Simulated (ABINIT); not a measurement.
# A GW chain in ABINIT: CaGaSiH (P3m1), part 2 of 2

Wanted: ground state, empty states, screening and self-energy for CaGaSiH (P3m1).

ABINIT 10.8.3; LDA and many-body steps on it, plane waves. Known limits of the many-body steps: not at the basis limit; mesh may overstate the screening; no spin-orbit coupling; coarse k mesh.

So far. Step 2 (Ground state): The gap is indirect, with the least direct gap 1.10 eV higher. Step 3 (Empty states on the mesh, 3×3×2 mesh, 69 bands): On this mesh the gap is 0.308 eV. The earlier step found 0.112 eV, so this mesh misses an edge.

### Step 4. Screening, 3×3×2 mesh, 63 bands, screening to 106.1 eV

The RPA dielectric matrix is built and inverted for each q.

This step: RPA screening on LDA, plane waves, norm-conserving pseudopotentials.

Contents of run.abi:

```
acell 3*1.0 Angstrom
rprim 
  4.091099999987 0.000000000003 0.000000000000
  -2.045549999996 3.542996529410 0.000000000000
  0.000000000000 0.000000000000 4.762800000000
ntypat 4
znucl 20 31 14 1
natom 4
typat 1 2 3 4
xred 
  0.333333333333 0.666666666667 0.000000000000
  -0.000000000000 0.000000000000 0.556800000000
  0.666666666667 0.333333333333 0.433700000000
  -0.000000000000 0.000000000000 0.925000000000
pp_dirpath "pseudos"
pseudos "Ca.upf, Ga.upf, Si.upf, H.upf"
ecut 45
ngkpt 3 3 2
nshiftk 1
shiftk 0 0 0
kptopt 1
chksymbreak 0
istwfk *1
occopt 1
irdwfk 1
optdriver 3
nband 63
ecuteps 3.9
inclvkb 2
awtr 1
symchi 1
indata_prefix "in"
outdata_prefix "out"
tmpdata_prefix "tmp"
```

Started as:

```console
OMP_NUM_THREADS=1 mpirun -n 4 abinit run.abi > log
```

Numbers of over 12 decimals in the logs are rounded to 6 here.

Output:

```text
.Version 10.8.3 of ABINIT. v10.8.2 released Aug 2026.

 Symmetries : space group P3 m 1 (#156); Bravais hP (primitive hexag.)
[... echo of the input left out ...]
== DATASET  1 ==================================================================
-   mpi_nproc: 4, omp_nthreads: 1 (-1 if OMP is not activated)

--- !DatasetInfo
iteration_state: {dtset: 1, }
dimensions: {natom: 4, nkpt: 6, mband: 63, nsppol: 1, nspinor: 1, nspden: 1, mpw: 6732, }
cutoff_energies: {ecut:  45.0, pawecutdg:  -1.0, }
electrons: {nelect:   3.60000000E+01, charge:   0.00000000E+00, occopt:   1.00000000E+00, tsmear:   1.00000000E-02, }

 SCREENING: Calculation of the susceptibility and dielectric matrices

 Based on a program developped by R.W. Godby, V. Olevano, G. Onida, and L. Reining.
 Incorporated in ABINIT by V. Olevano, G.-M. Rignanese, and M. Torrent.
.Using double precision arithmetic ; gwpc =  8

[... cell and pseudopotentials left out ...]
--------------------------------------------------------------------------------

 ==== K-mesh for the wavefunctions ====
 Number of points in the irreducible wedge :     6
[... list of points left out ...]
 Together with  6 symmetry operations and time-reversal symmetry
 yields    18 points in the full Brillouin Zone.

 ==== Q-mesh for the screening function ====
 Number of points in the irreducible wedge :     6
[... list of points left out ...]
 Together with  6 symmetry operations and time-reversal symmetry
 yields    18 points in the full Brillouin Zone.

 setmesh: FFT mesh size selected  =    27x   27x   36
          total number of points  =        26244

 vcoul_init : cutoff-mode = AUXILIARY_FUNCTION
 q-points for optical limit:   1
     1)      0.000010    0.000020    0.000030

- screening: taking advantage of time-reversal symmetry
- Maximum band index for partially occupied states nbvw = 18
- Remaining bands to be divided among processors   nbcw = 45
- Number of bands treated by each node ~11

 Number of electrons calculated from density =   36.0000; Expected =   36.0000
 average of density, n =  0.077274
 r_s =    1.4564
 omega_plasma =   26.8146 [eV]

 calculating chi0 at frequencies [eV] :
  1    0.000000E+00    0.000000E+00
  2    0.000000E+00    2.681464E+01

--------------------------------------------------------------------------------
  q-point number  1        q = ( 0.000000, 0.000000, 0.000000) [r.l.u.]
--------------------------------------------------------------------------------
[... chi0 elements left out ...]
 For q-point:  0.000010 0.000020 0.000030
  dielectric constant =  35.7281
  dielectric constant without local fields =  39.6962

  Average fulfillment of the sum rule on Im[epsilon] for q-point    1 :     34.84  [%]
[... wings left out ...]
  q-point number  2        q = ( 0.333333, 0.000000, 0.000000) [r.l.u.]
--------------------------------------------------------------------------------
[... chi0 elements left out ...]
  Average fulfillment of the sum rule on Im[epsilon] for q-point    2 :     40.20  [%]

 [... 4 further q-points ...]
```

It took 11 s on 4 MPI ranks of Arm Neoverse V2, shared host; peak memory 0.75 GiB.

Numbers from this step:

```yaml
eps_infinity_with_local_fields_on_this_mesh_along_the_program_s_q_direction: 35.73
the_same_without_local_fields: 39.70
plasma_frequency: 26.81 eV
plane_waves_in_the_screening_matrix: 159
```

Local fields lower ε∞ by 10 %. On a Γ-centred mesh this coarse the value itself is usually too large, while a short band sum pulls it down.

### Step 5. Self-energy, 3×3×2 mesh, 63 bands, screening to 106.1 eV

The self-energy is evaluated for the states that the input lists, and the levels follow from it, in one-shot runs by the linearised quasiparticle equation.

This step: G0W0 on LDA, plane waves, norm-conserving pseudopotentials.

run.abi: that of step 4 with these lines changed.

```diff
@@ -25,8 +25,19 @@
 irdwfk 1
-optdriver 3
+optdriver 4
 nband 63
+gwcalctyp 0
+ecutsigx 45
+symsigma 1
+nkptgw 3
+kptgw 
+  0.0000000000 0.0000000000 0.5000000000
+  0.3333333333 0.3333333333 0.0000000000
+  0.0000000000 0.0000000000 0.0000000000
+bdgw 
+  16 21
+  17 20
+  17 21
 ecuteps 3.9
-inclvkb 2
-awtr 1
-symchi 1
+irdscr 1
+ppmodel 1
 indata_prefix "in"
```

Output:

```text
.Version 10.8.3 of ABINIT. v10.8.2 released Aug 2026.

 Symmetries : space group P3 m 1 (#156); Bravais hP (primitive hexag.)
[... echo of the input left out ...]
== DATASET  1 ==================================================================
-   mpi_nproc: 4, omp_nthreads: 1 (-1 if OMP is not activated)

--- !DatasetInfo
iteration_state: {dtset: 1, }
dimensions: {natom: 4, nkpt: 6, mband: 63, nsppol: 1, nspinor: 1, nspden: 1, mpw: 6732, }
cutoff_energies: {ecut:  45.0, pawecutdg:  -1.0, }
electrons: {nelect:   3.60000000E+01, charge:   0.00000000E+00, occopt:   1.00000000E+00, tsmear:   1.00000000E-02, }

 SIGMA: Calculation of the GW corrections

 Based on a program developped by R.W. Godby, V. Olevano, G. Onida, and L. Reining.
 Incorporated in ABINIT by V. Olevano, G.-M. Rignanese, and M. Torrent.
.Using double precision arithmetic ; gwpc =  8

[... cell and pseudopotentials left out ...]
--------------------------------------------------------------------------------

 ==== K-mesh for the wavefunctions ====
 Number of points in the irreducible wedge :     6
[... list of points left out ...]
 Together with  6 symmetry operations and time-reversal symmetry
 yields    18 points in the full Brillouin Zone.

 ==== Q-mesh for screening function ====
 Number of points in the irreducible wedge :     6
[... list of points left out ...]
 Together with  6 symmetry operations and time-reversal symmetry
 yields    18 points in the full Brillouin Zone.

 vcoul_init : cutoff-mode = AUXILIARY_FUNCTION
 q-points for optical limit:   1
     1)      0.000010    0.000020    0.000030
 setmesh: FFT mesh size selected  =    45x   45x   60
          total number of points  =       121500

 Number of electrons calculated from density =   36.0000; Expected =   36.0000
 average of density, n =  0.077274
 r_s =    1.4564
 omega_plasma =   26.8146 [eV]

 === KS Band Gaps ===
  >>>> For spin  1
   Minimum direct gap =   1.2101 [eV], located at k-point      :   0.0000  0.0000  0.5000
   Fundamental gap    =   0.3078 [eV], Top of valence bands at :   0.0000  0.0000  0.5000
                                       Bottom of conduction at :   0.3333  0.3333  0.0000
 SIGMA fundamental parameters:
 PLASMON POLE MODEL  1
 number of plane-waves for SigmaX                 6717
 number of plane-waves for SigmaC and W            159
 number of plane-waves for wavefunctions          6717
 number of bands                                    63
 number of independent spin polarizations            1
 number of spinorial components                      1
 number of k-points in IBZ                           6
 number of q-points in IBZ                           6
 number of symmetry operations                       6
 number of k-points in BZ                           18
 number of q-points in BZ                           18
 number of frequencies for dSigma/dE                 9
 frequency step for dSigma/dE [eV]                0.25
 number of omega for Sigma on real axis              0
 max omega for Sigma on real axis  [eV]           0.00
 zcut for avoiding poles [eV]                     0.10

 EPSILON^-1 parameters (SCR file):
 dimension of the eps^-1 matrix on file            159
 dimension of the eps^-1 matrix used               159
 number of plane-waves for wavefunctions          6717
 number of bands                                    63
 number of q-points in IBZ                           6
 number of frequencies                               2
 number of real frequencies                          1
 number of imag frequencies                          1

 matrix elements of self-energy operator (all in [eV])

 Perturbative Calculation

--- !SelfEnergy_ee
iteration_state: {dtset: 1, }
kpoint     : [   0.000,    0.000,    0.500, ]
spin       : 1
KS_gap     :    1.210
QP_gap     :    2.055
Delta_QP_KS:    0.845
data: !SigmaeeData |
     Band     E0 <VxcDFT>   SigX SigC(E0)      Z dSigC/dE  Sig(E)    E-E0       E
       16   5.770 -11.950 -13.342   1.461   0.777  -0.286 -11.897   0.054   5.824
       17   5.770 -11.950 -13.342   1.461   0.777  -0.286 -11.897   0.054   5.824
       18   6.122 -11.190 -12.229   1.033   0.776  -0.289 -11.194  -0.004   6.117
       19   7.332 -12.465  -7.466  -3.918   0.777  -0.286 -11.625   0.840   8.172
       20   7.379 -12.147  -6.988  -3.811   0.784  -0.275 -11.090   1.057   8.436
       21   7.379 -12.147  -6.988  -3.811   0.784  -0.275 -11.090   1.057   8.436

--- !SelfEnergy_ee
iteration_state: {dtset: 1, }
kpoint     : [   0.333,    0.333,    0.000, ]
spin       : 1
KS_gap     :    1.331
QP_gap     :    2.025
Delta_QP_KS:    0.694
data: !SigmaeeData |
     Band     E0 <VxcDFT>   SigX SigC(E0)      Z dSigC/dE  Sig(E)    E-E0       E
       17   3.080 -12.201 -14.672   2.495   0.766  -0.305 -12.182   0.018   3.098
       18   5.098 -10.716 -11.675   1.073   0.772  -0.295 -10.628   0.088   5.186
       19   6.429 -11.396  -7.026  -3.377   0.787  -0.270 -10.614   0.782   7.211
       20   8.134 -11.022  -5.630  -4.290   0.784  -0.275 -10.158   0.864   8.999

--- !SelfEnergy_ee
iteration_state: {dtset: 1, }
kpoint     : [   0.000,    0.000,    0.000, ]
spin       : 1
KS_gap     :    1.808
QP_gap     :    2.318
Delta_QP_KS:    0.510
data: !SigmaeeData |
     Band     E0 <VxcDFT>   SigX SigC(E0)      Z dSigC/dE  Sig(E)    E-E0       E
       17   5.207 -11.729 -12.919   1.400   0.777  -0.286 -11.565   0.164   5.371
       18   5.207 -11.729 -12.919   1.400   0.777  -0.286 -11.565   0.164   5.371
       19   7.015 -11.327  -6.741  -3.724   0.781  -0.280 -10.653   0.674   7.689
       20   8.904 -11.262  -6.289  -4.069   0.780  -0.282 -10.556   0.706   9.609
       21   8.904 -11.262  -6.289  -4.069   0.780  -0.282 -10.556   0.706   9.609

== END DATASET(S) ==============================================================
================================================================================

 -outvars: echo values of variables after computation  --------
           etotal      0.0000000000E+00
            nband          63
             nkpt           6
          spgroup         156
 [... the other variables as echoed above ...]

 Calculation completed.
```

Wall time 5.7 s (4 MPI ranks); peak memory 0.58 GiB; 22 s of CPU time.

Numbers from this step:

| Quantity | Value |
| --- | --- |
| G0W0 gap on the points computed | 1.094 eV |
| starting gap on the mesh | 0.3078 eV |
| k of the valence top | 0, 0, 0.5 |
| k of the conduction bottom | 0.3333, 0.3333, 0 |
| Z at the valence top | 0.776 |
| Z at the conduction bottom | 0.787 |
| least direct G0W0 gap on the computed points | 2.025 eV |

The gap on the mesh goes from 0.31 eV to 1.09 eV, a correction of +0.79 eV. The start differs from the 0.11 eV found before because the two sample other k points.

Limits: finite bands, cutoff and mesh; no spin-orbit coupling; coarse k mesh. v1 is the top filled band, c1 the lowest empty one. Levels before and after the correction, in eV, zero at the valence-band top of each column:

```
           conduction bottom  valence top
Kohn-Sham               0.31         0.00
     G0W0               1.09         0.00
```

```
                        level  energy (eV)
Kohn-Sham     (0 0 0.5) v3-v2       -0.351
Kohn-Sham        (0 0 0.5) v1        0.000
Kohn-Sham        (0 0 0.5) c1        1.210
Kohn-Sham     (0 0 0.5) c2-c3        1.258
Kohn-Sham  (0.333 0.333 0) v2       -3.041
Kohn-Sham  (0.333 0.333 0) v1       -1.023
Kohn-Sham  (0.333 0.333 0) c1        0.308
Kohn-Sham  (0.333 0.333 0) c2        2.013
     G0W0     (0 0 0.5) v3-v2       -0.293
     G0W0        (0 0 0.5) v1        0.000
     G0W0        (0 0 0.5) c1        2.055
     G0W0     (0 0 0.5) c2-c3        2.319
     G0W0  (0.333 0.333 0) v2       -3.019
     G0W0  (0.333 0.333 0) v1       -0.931
     G0W0  (0.333 0.333 0) c1        1.094
     G0W0  (0.333 0.333 0) c2        2.882
```

### Step 6. Where the time went

Times are wall times on 4 MPI ranks of Arm Neoverse V2, shared host, good to a factor of about two.

```
                    step   time  share  memory (GiB)
            ground state   41 s   53 %          0.41
empty states on the mesh   20 s   26 %          0.34
               screening   11 s   14 %          0.75
             self-energy  5.7 s    7 %          0.58
```

### Step 7. Results

```yaml
lda_gap: 0.11 eV, indirect
g0w0_gap_on_the_mesh: 1.09 eV
g0w0_gap_over_the_zone_rigid_shift: 0.90 eV
gw_settings: 3×3×2 mesh, 63 bands, screening to 106.1 eV, Godby-Needs plasmon pole
known_limits: not at the basis limit; mesh may overstate the screening; no spin-orbit coupling; coarse k mesh
```

**Reading.** G0W0 moves the gap on the mesh from 0.31 eV to 1.09 eV (+0.79 eV), with Z of 0.78 and 0.79 at the edges. The mesh misses the band edges by 0.20 eV in all; a rigid shift gives 0.90 eV for the zone. Local fields lower the RPA ε∞ on this mesh from 39.70 to 35.73; a Γ-centred mesh this coarse tends to raise both, most where the direct gap is narrow, while a short band sum lowers them. Only 3 of the mesh's irreducible points were corrected, so a valley elsewhere could overtake. The dearest step here is «ground state». Bands and cutoff are finite, so the gap is not at the basis limit. The miss can reach some tenths of an eV and take either sign; the mesh is an error of its own. In the G0W0 run levels were corrected at 3 k points alone, so a gap called «on the mesh» is the least over those, and an edge elsewhere would be missed. A denser mesh or path gives a starting gap of 0.11 eV: the GW mesh misses a band edge, so its gaps are not the fundamental one. The 3×3×2 mesh is coarse for this cell, which bears on the long-range parts of exchange and screening. The RPA ε∞ on this mesh reaches over 25; with a narrow direct gap a coarse mesh can overstate it, and the correction is then too small. The many-body steps are scalar-relativistic: spin-orbit coupling is not in them.

[Paths, hosts, dates, memory and timing lines, banners, echoed tables and standing remarks are left out of the program output.]

[Logs are printed without paths, hosts, clocks, repeated set-up lines and the standing remarks that a program may print on its own settings, such as how far it seeks lower states.]

[Runs of the session that timed out or met a known fault of the program may be left out.]

[Hosts, paths, dates, database ids (printed as entryN), source tags and the programs' standing remarks are cut or masked in the printed files.]

[G0W0 gaps are taken among the corrected bands and points alone; a level outside them can change the order at an edge.]

[Where Ansatz stands beside ABINIT at settings called matched, ABINIT's density can come from a denser mesh and the files from another edition; pairs whose starting gaps differed by over 0.03 eV were left out, so agreement reads better than it is.]
